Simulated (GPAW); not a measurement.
# YPO4 (I4_1/amd): G0W0 with GPAW, start to end

Aim: the G0W0 gap of YPO4 (I4_1/amd) on LDA, step by step.

Method: LDA and many-body steps on it, plane waves, in GPAW 26.7.0.

The database entry behind the starting cell differs from later determinations by our own check (impure mineral, about 0.2 % long), so it need not match the best structure at ambient conditions.

## (1) Set-up

Symmetry: I4_1/amd, No. 141, tetragonal system. The conventional cell has a = 6.895 Å, b = 6.895 Å, c = 6.028 Å, α = 90.00°, β = 90.00°, γ = 90.00°. Nearest to Y lie 8 O at 2.31 to 2.38 Å. Nearest to P lie 4 O at 1.54 Å. O has 1 P at 1.54 Å and 2 Y at 2.31 to 2.38 Å nearest. Farther neighbours and most contacts between anions are not listed.

Coordinates:

```cif
data_structure
_symmetry_space_group_name_H-M 'P 1'
_symmetry_Int_Tables_number 1
_cell_length_a 5.7316
_cell_length_b 5.7316
_cell_length_c 5.7316
_cell_angle_alpha 106.051
_cell_angle_beta 106.051
_cell_angle_gamma 116.553
_cell_volume 143.27
loop_
_atom_site_label
_atom_site_type_symbol
_atom_site_fract_x
_atom_site_fract_y
_atom_site_fract_z
_atom_site_occupancy
Y1 Y 0.75000 0.25000 0.50000 1
Y2 Y 0.00000 0.00000 0.00000 1
P3 P 0.50000 0.50000 0.00000 1
P4 P 0.25000 0.75000 0.50000 1
O5 O 0.16610 0.34080 0.82530 1
O6 O 0.09080 0.76550 0.67470 1
O7 O 0.51550 0.34080 0.17470 1
O8 O 0.09080 0.41610 0.32530 1
O9 O 0.58390 0.90920 0.67470 1
O10 O 0.65920 0.83390 0.17470 1
O11 O 0.23450 0.90920 0.32530 1
O12 O 0.65920 0.48450 0.82530 1
```

The cell and positions come from the Crystallography Open Database and are kept as given unless a step says otherwise.

## (2) Ground state

This step: GPAW 26.7.0; DFT, LDA, plane waves, PAW.

The ground-state density comes first.

run.py reads:

```python
import json
import numpy as np
from gpaw.mpi import world
from ase import Atoms
from gpaw import GPAW, PW, FermiDirac

atoms = Atoms(['Y', 'Y', 'P', 'P', 'O', 'O', 'O', 'O', 'O', 'O', 'O', 'O'],
    cell=[[-3.4473500000, 3.4473500000, 3.0138000000],
      [3.4473500000, -3.4473500000, 3.0138000000],
      [3.4473500000, 3.4473500000, -3.0138000000]],
    scaled_positions=[[0.7500000000, 0.2500000000, 0.5000000000],
      [0.0000000000, 0.0000000000, 0.0000000000],
      [0.5000000000, 0.5000000000, 0.0000000000],
      [0.2500000000, 0.7500000000, 0.5000000000],
      [0.1661000000, 0.3408000000, 0.8253000000],
      [0.0908000000, 0.7655000000, 0.6747000000],
      [0.5155000000, 0.3408000000, 0.1747000000],
      [0.0908000000, 0.4161000000, 0.3253000000],
      [0.5839000000, 0.9092000000, 0.6747000000],
      [0.6592000000, 0.8339000000, 0.1747000000],
      [0.2345000000, 0.9092000000, 0.3253000000],
      [0.6592000000, 0.4845000000, 0.8253000000]],
    pbc=(True, True, True))
calc = GPAW(mode=PW(600),
    xc='LDA',
    kpts={'size': (6, 6, 6), 'gamma': True},
    occupations=FermiDirac(0.001),
    nbands=-12,
    convergence={'density': 1e-6, 'bands': -3},
    maxiter=100,
    txt='gs.txt')
atoms.calc = calc
res = {'energy': atoms.get_potential_energy()}
kpts = calc.get_ibz_k_points()
res['kpts'] = kpts
res['eigenvalues'] = [calc.get_eigenvalues(kpt=k) for k in range(len(kpts))]
res['n_electrons'] = calc.get_number_of_electrons()
calc.write('gs.gpw')

if world.rank == 0:
    with open('result.json', 'w') as f:
        json.dump(res, f, default=lambda x: x.tolist())
```

The run is started by

```
$ mpirun -n 4 gpaw python run.py
```

Numbers of over 12 decimals in the logs are rounded to 6 here.

The program printed:

```text
__  _  _
 | _ |_)|_||  |
 |__||  | ||/\| - 26.7.0

Input parameters:
  mode=PW(ecut=600.0),
  convergence={'density': 1e-06, 'bands': -3},
  kpts=MonkhorstPack(size=(6, 6, 6), gamma=True),
  maxiter=100,
  nbands=-12,
  occupations=Occupations(name='fermi-dirac', width=0.001, fixmagmom=False),
  xc=XC(name='LDA')
  [... matrices ...]
Diagonalizing LCAO Hamiltonian
Converting LCAO to pw mode

           O
        P Y    O O
               O
                P
             O   O O
        Y

Atoms  # Å, Bohr magnetons
|    | symbol |        x |         y |         z |    initial magnetic moments |
|  0 |      Y | 0.000000 |  3.447350 |  1.506900 | ( 0.0000,  0.0000,  0.0000) |
|  1 |      Y | 0.000000 |  0.000000 |  0.000000 | ( 0.0000,  0.0000,  0.0000) |
|  2 |      P | 0.000000 |  0.000000 |  3.013800 | ( 0.0000,  0.0000,  0.0000) |
|  3 |      P | 3.447350 |  0.000000 |  1.506900 | ( 0.0000,  0.0000,  0.0000) |
|  4 |      O | 3.447350 |  2.242846 | -0.959594 | ( 0.0000,  0.0000,  0.0000) |
|  5 |      O | 4.651854 |  0.000000 |  0.547306 | ( 0.0000,  0.0000,  0.0000) |
|  6 |      O | 0.000000 |  1.204504 |  2.054206 | ( 0.0000,  0.0000,  0.0000) |
|  7 |      O | 2.242846 | -0.000000 |  0.547306 | ( 0.0000,  0.0000,  0.0000) |
|  8 |      O | 3.447350 |  1.204504 |  2.466494 | ( 0.0000,  0.0000,  0.0000) |
|  9 |      O | 1.204504 |  0.000000 |  3.973394 | ( 0.0000,  0.0000,  0.0000) |
| 10 |      O | 3.447350 | -1.204504 |  2.466494 | ( 0.0000,  0.0000,  0.0000) |
| 11 |      O | 2.242846 |  3.447350 |  0.959594 | ( 0.0000,  0.0000,  0.0000) |

Unit cell  # Å
| periodic |         x |         y |         z |  lengths |     angles |
|      yes | -3.447350 |  3.447350 |  3.013800 | 5.731617 | 106.050642 |
|      yes |  3.447350 | -3.447350 |  3.013800 | 5.731617 | 106.050642 |
|      yes |  3.447350 |  3.447350 | -3.013800 | 5.731617 | 116.553051 |

Number of symmetries: 8
Symmetry operations  # r_c * U_cc + t_c -> r_c
|   | kind |            matrix            |
| 0 |  σ   |  1, 1, 1,  0, 0,-1,  0,-1, 0 |
| 1 |  E   |  1, 0, 0,  0, 1, 0,  0, 0, 1 |
| 2 |  C2  |  0, 1, 0,  1, 0, 0, -1,-1,-1 |
| 3 |  S4  |  0, 0, 1, -1,-1,-1,  0, 1, 0 |
| 4 |  σ   |  0, 0,-1,  1, 1, 1, -1, 0, 0 |
| 5 |  C2  |  0,-1, 0, -1, 0, 0,  0, 0,-1 |
| 6 |  C2  | -1, 0, 0,  0,-1, 0,  1, 1, 1 |
| 7 |  S4  | -1,-1,-1,  0, 0, 1,  1, 0, 0 |

BZ-sampling:
  Number of BZ points: 216
  Number of IBZ points: 30

  Monkhorst-Pack size: [6, 6, 6]
  Monkhorst-Pack shift: [0.083333, 0.083333, 0.083333]

K-points  # in reciprocal-cell coordinates
|     |                                coordinates |     weight |
|   0 | (  0.00000000,   0.00000000,   0.00000000) | 0.00462963 |
|   1 | (  0.16666667,  -0.16666667,   0.00000000) | 0.01851852 |
|   2 | (  0.16666667,  -0.16666667,   0.16666667) | 0.01851852 |
|   3 | (  0.16666667,   0.00000000,   0.00000000) | 0.03703704 |
|   4 | (  0.16666667,   0.16666667,  -0.16666667) | 0.00925926 |
|   5 | (  0.33333333,  -0.33333333,   0.00000000) | 0.01851852 |
|   6 | (  0.33333333,  -0.33333333,   0.16666667) | 0.03703704 |
|   7 | (  0.33333333,  -0.33333333,   0.33333333) | 0.01851852 |
|   8 | (  0.33333333,  -0.16666667,   0.00000000) | 0.07407407 |
|   9 | (  0.33333333,  -0.16666667,   0.16666667) | 0.03703704 |
| ... |                                            |            |
|  29 | (  0.50000000,   0.50000000,   0.50000000) | 0.00462963 |

Plane wave coefficients: 4808
Cutoff: 600.0 eV

Spin-components: 1 (collinear spins)
Bands:           52
Projectors:      62
Spin-degeneracy: 2
Datatype:        complex128

  Storage: CPU
  Wave functions: 119_633_280 bytes (29_908_320 per core)
  Projectors: 85_123_680 bytes (21_280_920 per core)
  [... matrices ...]
Parallelization:
  kpt:    4
  domain: 1
  band:   1

Density:
  Valence electrons: 80.0
  Components: 1
  Grid points: [35 35 35]
  Charge: 0.0  # |e|

Potential:
  Grid points: [35 35 35]

species:
  Y:
    name:    Yttrium
    Z:       39.0
    valence: 11
    core:    28
    charge:  0.0  # [|e|]
    compensation charges:
      type: gauss
      rc: 0.40  # [Å]
      lmax: 2
    cutoffs:
      filter: 2.39  # [Å]
      core: 1.70  # [Å]
    projectors
    | kind |    occ | energy [eV] | rcut [Å] |
    |   4s |  2.000 |     -47.976 |    1.328 |
    |   5s |  2.000 |      -4.228 |    1.328 |
    |   4p |  6.000 |     -27.951 |    1.318 |
    |   5p |  0.000 |      -1.496 |    1.318 |
    |   4d |  1.000 |      -2.645 |    1.286 |
    |    d |        |      24.567 |    1.286 |

    Using partial waves for Y as LCAO basis

  P:
    name:    Phosphorus
    Z:       15.0
    valence: 5
    core:    10
    charge:  0.0  # [|e|]
    compensation charges:
      type: gauss
      rc: 0.30  # [Å]
      lmax: 2
    cutoffs:
      filter: 1.69  # [Å]
      core: 1.81  # [Å]
    projectors
    | kind |    occ | energy [eV] | rcut [Å] |
    |   3s |  2.000 |     -14.015 |    0.953 |
    |   3p |  3.000 |      -5.596 |    0.953 |
    |    s |        |      13.197 |    0.953 |
    |    p |        |      21.615 |    0.953 |
    |    d |        |       0.000 |    0.953 |

    Using partial waves for P as LCAO basis

  O:
    name:    Oxygen
    Z:       8.0
    valence: 6
    core:    2
    charge:  0.0  # [|e|]
    compensation charges:
      type: gauss
      rc: 0.21  # [Å]
      lmax: 2
    cutoffs:
      filter: 1.17  # [Å]
      core: 0.83  # [Å]
    projectors
    | kind |    occ | energy [eV] | rcut [Å] |
    |   2s |  2.000 |     -23.752 |    0.688 |
    |   2p |  4.000 |      -9.195 |    0.598 |
    |    s |        |       3.459 |    0.688 |
    |    p |        |      18.016 |    0.598 |
    |    d |        |       0.000 |    0.619 |

    Using partial waves for O as LCAO basis

Reference energy: -218744.249008  # eV

eigensolver:
  PPCG
  Converge bands: -3
  niter=2

density mixing:
  MSR1-Mixer
  Pratt-step length: 0.05
  Maximum mixing coefficient: 0.75
  Old densities: 10
  SVD Regularization: 0.005
  Good broyden scale: 1.0
  Trust region scale: 1.0
  Backstep threshold: 4.0
  History deletion threshold: 6.0
  Fourier metric: weight=20.0, sigma=0.015

occupation numbers:
  Fermi-Dirac:
    width: 0.0010  # eV

poisson solver:
  ecut: 4800.0  # eV

xc functional:
  name: None

Initialization done in: 4.331 s

convergence criteria:
- Maximum integral of absolute [dens]ity change: 1e-06 electrons / valence electron
- Maximum [total energy] change in last 3 cyles: 0.0005 eV / valence electron
- Maximum integral of absolute [eigenst]ate change: 4e-08 eV^2 / valence electron
maximum number of iterations: 100

SCF iterations
|iter     |     time |      energy | eigst |  dens |
|iter:   1|  | -117.248809 | +0.53 |       |
|iter:   2|  | -114.683084 | -0.57 | -0.81 |
|iter:   3|  | -107.017424 | -0.08 | -0.86 |
|iter:   4|  | -106.992774 | -1.13 | -1.47 |
|iter:   5|  | -106.992258c| -1.57 | -1.78 |
|iter:   6|  | -106.992423c| -2.19 | -2.29 |
|iter:   7|  | -106.992537c| -2.65 | -3.11 |
|iter:   8|  | -106.992539c| -3.11 | -3.89 |
|iter:   9|  | -106.992539c| -3.44 | -4.37 |
|iter:  10|  | -106.992539c| -3.83 | -5.05 |
|iter:  11|  | -106.992539c| -4.14 | -5.72 |
|iter:  12|  | -106.992539c| -4.51 | -6.35c|
|iter:  13|  | -106.992539c| -4.80 | -6.94c|
|iter:  14|  | -106.992539c| -5.15 | -7.34c|
|iter:  15|  | -106.992539c| -5.40 | -7.86c|
|iter:  16|  | -106.992539c| -5.80 | -8.39c|
|iter:  17|  | -106.992539c| -6.06 | -8.94c|
|iter:  18|  | -106.992539c| -6.38 | -9.43c|
|iter:  19|  | -106.992539c| -6.67 | -9.97c|
|iter:  20|  | -106.992539c| -6.95 |-10.47c|
|iter:  21|  | -106.992539c| -7.16 |-11.23c|
|iter:  22|  | -106.992539c| -7.41c|-11.73c|

Converged in 22 steps
SCF loop duration: 112.823 s (5.128 s/step)
Energy contributions relative to reference atoms: (reference = -218744.249008)
  [... matrices ...]
Energy contributions:
  Kinetic:          89.197564
  Coulomb:         -86.866577
  Zero:              0.300853
  External:          0.000000
  Xc:             -109.624379
  Entropy:          -0.000000
  Spinorbit:         0.000000
  ----------------------------
  Free energy:    -106.992539
  Extrapolated:   -106.992539

dipole moment: (-11.597975, -32.452659, -3.258967)  # |e|*Ang

Fermi level: 5.738
Eigenvalues  # (at kpt = [0.000, 0.000, 0.000])
| band index |      eig [eV] | occ [0-2] |
|          0 |       -35.596 |     2.000 |
|        ... |               |           |
|         32 |         2.836 |     2.000 |
|         33 |         2.966 |     2.000 |
|         34 |         3.350 |     2.000 |
|         35 |         3.350 |     2.000 |
|         36 |         3.606 |     2.000 |
|         37 |         3.606 |     2.000 |
|         38 |         3.620 |     2.000 |
|         39 |         4.130 |     2.000 |
|         40 |        10.159 |     0.000 |
[...]
|         44 |        11.325 |     0.000 |
|         45 |        11.325 |     0.000 |
|         46 |        11.455 |     0.000 |
|         47 |        11.455 |     0.000 |
|        ... |               |           |
|         51 |        13.966 |     0.000 |

Gap: 5.784 eV
Transition (v -> c):
  (s=0, k=0, n=39, [0.00, 0.00, 0.00]) -> (s=0, k=5, n=40, [0.33, -0.33, 0.00])
Direct/indirect transitions are different
Direct gap: 6.002 eV
Transition at: (s=0, k=1, n=39, [0.17, -0.17, 0.00])
# Writing to gs.gpw (mode='')
  [... matrices ...]
```

Elapsed: 2 min, on 4 MPI ranks of Arm Neoverse V1, shared host; peak memory 1.1 GiB; 7.9 min of CPU time.

Numbers from this step:

| Property | Result |
| --- | --- |
| total energy | -106.9925 eV |
| gap | 5.784 eV |
| k of the valence top | 0, 0, 0 |
| k of the conduction bottom | 0.3333, -0.3333, 0 |
| least direct gap | 6.002 eV |

The gap is indirect, with the least direct gap 0.22 eV higher.

## (3) Bands along the symmetry lines

Levels along a band path, at the cheap level, show where the edges lie and whether the meshes to come will hold them.

run.py reads:

```python
import json
import numpy as np
from gpaw.mpi import world
from gpaw import GPAW

path = [[0.000000, 0.000000, 0.000000],
    [0.000000, 0.000000, 0.062500],
    [0.000000, 0.000000, 0.125000],
    [0.000000, 0.000000, 0.187500],
    [0.000000, 0.000000, 0.250000],
    [0.000000, 0.000000, 0.312500],
    [0.000000, 0.000000, 0.375000],
    [0.000000, 0.000000, 0.437500],
    [0.000000, 0.000000, 0.500000],
    [-0.062500, 0.062500, 0.500000],
    [-0.125000, 0.125000, 0.500000],
    [-0.187500, 0.187500, 0.500000],
    [-0.250000, 0.250000, 0.500000],
    [-0.312500, 0.312500, 0.500000],
    [-0.375000, 0.375000, 0.500000],
    [-0.437500, 0.437500, 0.500000],
    [-0.500000, 0.500000, 0.500000],
    [-0.437500, 0.437500, 0.437500],
    [-0.375000, 0.375000, 0.375000],
    [-0.312500, 0.312500, 0.312500],
    [-0.250000, 0.250000, 0.250000],
    [-0.187500, 0.187500, 0.187500],
    [-0.125000, 0.125000, 0.125000],
    [-0.062500, 0.062500, 0.062500],
    [0.000000, 0.000000, 0.000000],
    [0.055134, 0.055134, -0.055134],
    [0.110268, 0.110268, -0.110268],
    [0.165402, 0.165402, -0.165402],
    [0.220536, 0.220536, -0.220536],
    [0.275670, 0.275670, -0.275670],
    [0.330804, 0.330804, -0.330804],
    [0.385938, 0.385938, -0.385938],
    [0.441072, 0.441072, -0.441072],
    [-0.441072, 0.558928, 0.441072],
    [-0.448438, 0.551562, 0.448438],
    [-0.455804, 0.544196, 0.455804],
    [-0.463170, 0.536830, 0.463170],
    [-0.470536, 0.529464, 0.470536],
    [-0.477902, 0.522098, 0.477902],
    [-0.485268, 0.514732, 0.485268],
    [-0.492634, 0.507366, 0.492634],
    [-0.500000, 0.500000, 0.500000],
    [0.000000, 0.000000, 0.500000],
    [0.031250, 0.031250, 0.468750],
    [0.062500, 0.062500, 0.437500],
    [0.093750, 0.093750, 0.406250],
    [0.125000, 0.125000, 0.375000],
    [0.156250, 0.156250, 0.343750],
    [0.187500, 0.187500, 0.312500],
    [0.218750, 0.218750, 0.281250],
    [0.250000, 0.250000, 0.250000],
    [0.218750, 0.281250, 0.218750],
    [0.187500, 0.312500, 0.187500],
    [0.156250, 0.343750, 0.156250],
    [0.125000, 0.375000, 0.125000],
    [0.093750, 0.406250, 0.093750],
    [0.062500, 0.437500, 0.062500],
    [0.031250, 0.468750, 0.031250],
    [0.000000, 0.500000, 0.000000],
    [0.000000, 0.437500, 0.000000],
    [0.000000, 0.375000, 0.000000],
    [0.000000, 0.312500, 0.000000],
    [0.000000, 0.250000, 0.000000],
    [0.000000, 0.187500, 0.000000],
    [0.000000, 0.125000, 0.000000],
    [0.000000, 0.062500, 0.000000],
    [0.000000, 0.000000, 0.000000]]
calc = GPAW('gs.gpw').fixed_density(kpts=path,
    symmetry='off',
    nbands=50,
    convergence={'bands': 46},
    txt='bands.txt')
res = {}
kpts = calc.get_ibz_k_points()
res['kpts'] = kpts
res['eigenvalues'] = [calc.get_eigenvalues(kpt=k) for k in range(len(kpts))]
res['n_electrons'] = calc.get_number_of_electrons()

if world.rank == 0:
    with open('result.json', 'w') as f:
        json.dump(res, f, default=lambda x: x.tolist())
```

The run is started by

```
$ mpirun -n 4 gpaw python run.py
```

The program printed:

```text
Diagonalizing LCAO Hamiltonian
Converting LCAO to pw mode
convergence criteria:
- Maximum integral of absolute [eigenst]ate change: 4e-08 eV^2 / valence electron
maximum number of iterations: 100

SCF iterations
|iter     |     time |      energy | eigst |  dens |
|iter:   1|  |             | +0.47 |       |
|iter:   2|  |             | -0.71 |       |
|iter:   3|  |             | -1.47 |       |
[...]
|iter:  21|  |             | -7.11 |       |
|iter:  22|  |             | -7.29 |       |
|iter:  23|  |             | -7.43c|       |
SCF steps: 23
  __  _  _
 | _ |_)|_||  |
 |__||  | ||/\| - 26.7.0

Input parameters:
  mode=PW(ecut=600.0),
  convergence={'bands': 46},
  gpts=array([35, 35, 35]),
  kpts=KPoints(kpts=array([[ 0.      ,  0.      ,  0.      ],
         [ 0.      ,  0.      ,  0.0625  ],
         [ 0.      ,  0.      ,  0.125   ],
         [ 0.      ,  0.      ,  0.1875  ],
[...]
[-0.0625  ,  0.0625  ,  0.5     ],
         [-0.125   ,  0.125   ,  0.5     ],
         [-0.1875  ,  0.1875  ,  0.5     ],
[...]
[ 0.055134,  0.055134, -0.055134],
         [ 0.110268,  0.110268, -0.110268],
         [ 0.165402,  0.165402, -0.165402],
         [ 0.220536,  0.220536, -0.220536],
[...]
[ 0.330804,  0.330804, -0.330804],
         [ 0.385938,  0.385938, -0.385938],
         [ 0.441072,  0.441072, -0.441072],
         [-0.441072,  0.558928,  0.441072],
         [-0.448438,  0.551562,  0.448438],
         [-0.455804,  0.544196,  0.455804],
         [-0.46317 ,  0.53683 ,  0.46317 ],
         [-0.470536,  0.529464,  0.470536],
         [-0.477902,  0.522098,  0.477902],
         [-0.485268,  0.514732,  0.485268],
         [-0.492634,  0.507366,  0.492634],
         [-0.5     ,  0.5     ,  0.5     ],
[...]
[ 0.      ,  0.125   ,  0.      ],
         [ 0.      ,  0.0625  ,  0.      ],
         [ 0.      ,  0.      ,  0.      ]])),
  maxiter=100,
  nbands=50,
  occupations=Occupations(name='fermi-dirac', width=0.001, fixmagmom=False),
  parallel={},
  symmetry=Symmetry(point_group=False, time_reversal=False),
  xc=XC(name='LDA')
```

Elapsed: 3.6 min, on 4 MPI ranks; peak memory 1.5 GiB.

This step gave:

| Item | Value |
| --- | --- |
| gap | 5.785 eV |
| k of the valence top | 0, 0, 0 |
| k of the conduction bottom | 0, 0, 0.375 |
| least direct gap | 6.000 eV |

The gap is 5.785 eV, +0.002 eV from the run before at this level.

The electronic bands at the labelled points (eV, zero at the top of the highest filled band):

```csv
point,band 37,band 38,band 39,band 40,band 41,band 42,band 43,band 44
Γ,-0.52,-0.52,-0.51,0.00,6.03,6.04,6.90,7.15
halfway,-0.60,-0.57,-0.51,-0.19,5.83,6.40,6.65,7.00
X,-0.76,-0.76,-0.47,-0.47,5.89,5.89,6.97,6.97
halfway,-0.84,-0.84,-0.61,-0.61,6.23,6.23,6.95,6.95
M,-1.06,-1.06,-0.70,-0.70,6.65,6.65,7.22,7.22
halfway,-0.79,-0.58,-0.55,-0.41,5.95,6.49,6.50,7.08
Γ,-0.52,-0.52,-0.51,0.00,6.03,6.04,6.90,7.15
halfway,-0.86,-0.18,-0.18,-0.11,6.43,6.66,6.75,7.11
Z,-1.18,-0.84,-0.57,-0.57,6.62,6.67,7.06,7.07
jump to Z0,-1.18,-0.84,-0.57,-0.57,6.62,6.67,7.06,7.07
halfway,-1.12,-0.96,-0.66,-0.66,6.63,6.66,7.16,7.18
M,-1.06,-1.06,-0.70,-0.70,6.65,6.65,7.22,7.22
jump to X,-0.76,-0.76,-0.47,-0.47,5.89,5.89,6.97,6.97
halfway,-0.87,-0.87,-0.46,-0.46,5.94,5.94,6.99,6.99
P,-0.97,-0.97,-0.47,-0.47,5.98,5.98,7.08,7.08
halfway,-0.86,-0.75,-0.36,-0.27,6.09,6.13,7.01,7.14
N,-0.85,-0.81,-0.20,-0.15,6.20,6.37,6.89,7.02
halfway,-0.65,-0.40,-0.27,-0.09,6.08,6.55,6.61,7.08
Γ,-0.52,-0.52,-0.51,0.00,6.03,6.04,6.90,7.15
```

## (4) Empty states on the mesh, 4×4×4 mesh, 180 bands

The sums over transitions need many empty states on a uniform mesh; this step solves for them.

run.py reads:

```python
import json
import numpy as np
from gpaw.mpi import world
from gpaw import GPAW

calc = GPAW('gs.gpw').fixed_density(kpts={'size': (4, 4, 4), 'gamma': True},
    nbands=210,
    convergence={'bands': 180},
    txt='nscf.txt')
calc.write('full.gpw', mode='all')
res = {}
kpts = calc.get_ibz_k_points()
res['kpts'] = kpts
res['eigenvalues'] = [calc.get_eigenvalues(kpt=k) for k in range(len(kpts))]
res['n_electrons'] = calc.get_number_of_electrons()

if world.rank == 0:
    with open('result.json', 'w') as f:
        json.dump(res, f, default=lambda x: x.tolist())
```

The run is started by

```
$ mpirun -n 4 gpaw python run.py
```

The program printed:

```text
Diagonalizing LCAO Hamiltonian
Converting LCAO to pw mode
convergence criteria:
- Maximum integral of absolute [eigenst]ate change: 4e-08 eV^2 / valence electron
maximum number of iterations: 100

SCF iterations
|iter     |     time |      energy | eigst |  dens |
|iter:   1|  |             | +3.81 |       |
|iter:   2|  |             | +2.60 |       |
|iter:   3|  |             | +1.47 |       |
[...]
|iter:  12|  |             | -6.97 |       |
|iter:  13|  |             | -7.32 |       |
|iter:  14|  |             | -7.94c|       |
SCF steps: 14
  __  _  _
 | _ |_)|_||  |
 |__||  | ||/\| - 26.7.0

Input parameters:
  mode=PW(ecut=600.0),
  convergence={'bands': 180},
  gpts=array([35, 35, 35]),
  kpts=MonkhorstPack(size=(4, 4, 4), gamma=True),
  maxiter=100,
  nbands=210,
  occupations=Occupations(name='fermi-dirac', width=0.001, fixmagmom=False),
  parallel={},
  xc=XC(name='LDA')
# Writing to full.gpw (mode='all')
  [... matrices ...]

timing:  # [seconds]
  Total: 0.091  # ━━━━━━━━━━━━━━━━━━━━━━━━━━━━━━━━━━━━━━━━━━━━━━━━━━━━━━━━━━━
```

Run time: 2.9 min. Hardware: 4 MPI ranks; peak memory 1.5 GiB.

Numbers from this step:

```
gap                                                           : 5.826 eV
k of the valence top                                          : 0, 0, 0
k of the conduction bottom                                    : 0.25, -0.25, 0
least direct gap                                              : 6.013 eV
k points computed                                             : 13
lowest point of the top converged band, above the valence top : 49.67 eV
```

On this mesh the gap is 5.826 eV. The earlier step found 5.784 eV, so this mesh misses an edge.

(Continued in part 2 of 2.)

[Paths, hosts, dates, memory and timing lines, banners, echoed tables and standing remarks are left out of the program output.]

[Logs are printed without paths, hosts, clocks, repeated set-up lines and the standing remarks that a program may print on its own settings, such as how far it seeks lower states.]

[Runs of the session that timed out or met a known fault of the program may be left out.]

[Hosts, paths, dates, database ids (printed as entryN), source tags and the programs' standing remarks are cut or masked in the printed files.]
